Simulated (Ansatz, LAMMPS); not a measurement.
# Amorphous Si0.6Ge0.4 (161 atoms) under strain: runs compared

Aim: relax amorphous Si0.6Ge0.4 (161 atoms), then change its volume to read the bulk modulus from the stress.

Computed with Ansatz 0.2.0: Kohn-Sham DFT, r2SCAN, PAW (set soft_1), plane waves.

### 1. The cell as built

The cell holds 161 atoms: 97 Si and 64 Ge. Cell: a = 15.017 Å, b = 15.017 Å, c = 15.017 Å, α = 90.0°, β = 90.0°, γ = 90.0°. 161 atoms (97 Si, 64 Ge) placed at random at 3.62 g/cm³, melted at 3500 K for 10 ps at fixed volume with the Tersoff potential (Tersoff, Phys. Rev. B 39, 5566 (1989)). Quenched from 3500 K to 700 K at 10 K/ps and fixed volume, held 5 ps.

What the set-up can't give: The quench rate of 10 K/ps far exceeds what a furnace or splat quench reaches, so expect more defects and frozen-in strain than in a real sample. The network of bonds at the start is that of the classical potential that made the cell, and needn't be the one that DFT or experiment would give. Sampling is at Γ alone.

### 2. The reference run

The reference is a single point at the end of the relaxation.

Every strained cell starts from the geometry of this run, and its atoms are relaxed with the cell held.

Its input, with most atom lines left out:

```yaml
crystal:
  lattice:
    - [15.39034, -0.14501, -0.05929]
    - [-0.14501, 15.03895, -0.22244]
    - [-0.05929, -0.22244, 14.73474]
  atoms:
    - { symbol: Si, position: [0.1742, 0.7188, 0.1741] }
    - { symbol: Si, position: [0.09695, 0.92225, 0.99281] }
    - { symbol: Si, position: [0.3094, 0.61741, 0.50359] }
    - { symbol: Si, position: [0.35358, 0.29398, 0.71044] }
    - { symbol: Si, position: [0.60199, 0.78964, 0.23317] }
    - { symbol: Si, position: [0.24241, 0.62648, 0.88881] }
    - { symbol: Si, position: [0.10583, 0.32283, 0.81922] }
    [... atom lines 8 to 161 left out ...]
kpoints:
  mp_grid: { grid: [1, 1, 1] }
hamiltonian:
  xc: r2scan
  pseudopotentials: { kind: paw, azcp: { folder: soft_1 } }
scf:
  occupations: { method: gaussian, width: 0.025 }
output:
  forces: true
  stress: true
  populations: intrinsic
  dos:
    method: { smearing: { sigma: 0.1 } }
    de: 0.1
    projected: { site_lists: { Ge: [Ge], Si: [Si] } }
  eigenvalues: true
  write_density: true
  write_potential: true
  volumetric_format: npy
```

```
free energy per atom   : -2095.2628 eV/atom
r.m.s. force component : 0.00762 eV/Å
pressure               : -0.0009777 GPa
```

Filled and empty levels are parted by 0.189 eV (at Γ alone); a semilocal functional tends to put such gaps too low. In a disordered cell it changes from sample to sample, and tail or defect levels can set it.

### 3. The runs

Each row is one run, on 16 threads of Arm Neoverse V2, shared host. The free energy is the program's total, comparable only between runs with the same functional, potentials and atoms.

```csv
run,atoms,outcome,"ionic steps, all passes",free energy (eV),time,host memory (GiB)
Single point at the start,161,converged,-,-337319.304,77 s,12
Cell and atoms relaxed,161,converged,22,-337337.306,19 min,12
Single point at the relaxed geometry,161,converged,-,-337337.306,1.8 min,12
Volume -3 %,161,converged,4,-337336.586,5.1 min,12
Volume +3 %,161,converged,5,-337336.663,6.5 min,13
Volume -6 %,161,converged,19,-337335.211,19 min,11
Volume +6 %,161,converged,11,-337334.884,13 min,13
Volume -10 %,161,cut at the time limit,11,-337329.133,10 min,11
```

In some runs the program notes that the SCF threshold is loose for the stress.

### 4. Pressure against volume

Atoms are relaxed at each volume, in the scaled cell.

```csv
volume change (%),volume (Å³/atom),energy change (meV/atom),pressure (GPa),largest move on relaxing (Å),bonds
-6,19.905,13.01,4.99,0.97,328
-3,20.540,4.47,2.31,0.08,330
+0,21.176,0.00,0.00,-,330
+3,21.811,3.99,-1.97,0.08,330
+6,22.446,15.04,-3.60,0.42,327
```

### 5. Outcome

The bulk modulus, from the slope of pressure against ln V over the three points nearest the relaxed volume, is 71.4 GPa; a quadratic over all points gives a pressure derivative of about 4.4. The count of bonds runs from 327 to 330 over the series, so at some points contacts cross the cutoffs. At -6 % some atom moved by over 0.5 Å on relaxing, so that point may sit in another local minimum.

Caveats: Strains are finite and relaxations stop at the force tolerance of the input, which can leave moduli too stiff; they are those of a static cell at zero temperature. Volumes are changed with the cell's shape held, so in an anisotropic solid the modulus lies over the one under free hydrostatic load. The program notes that the SCF threshold of the relaxations is loose for the stress.

The DFT runs together took 77 min of wall time.

[Logs are printed without paths, hosts, clocks, repeated set-up lines and the standing remarks that a program may print on its own settings, such as how far it seeks lower states.]

[Hosts, paths, dates, database ids (printed as entryN), source tags and the programs' standing remarks are cut or masked in the printed files.]
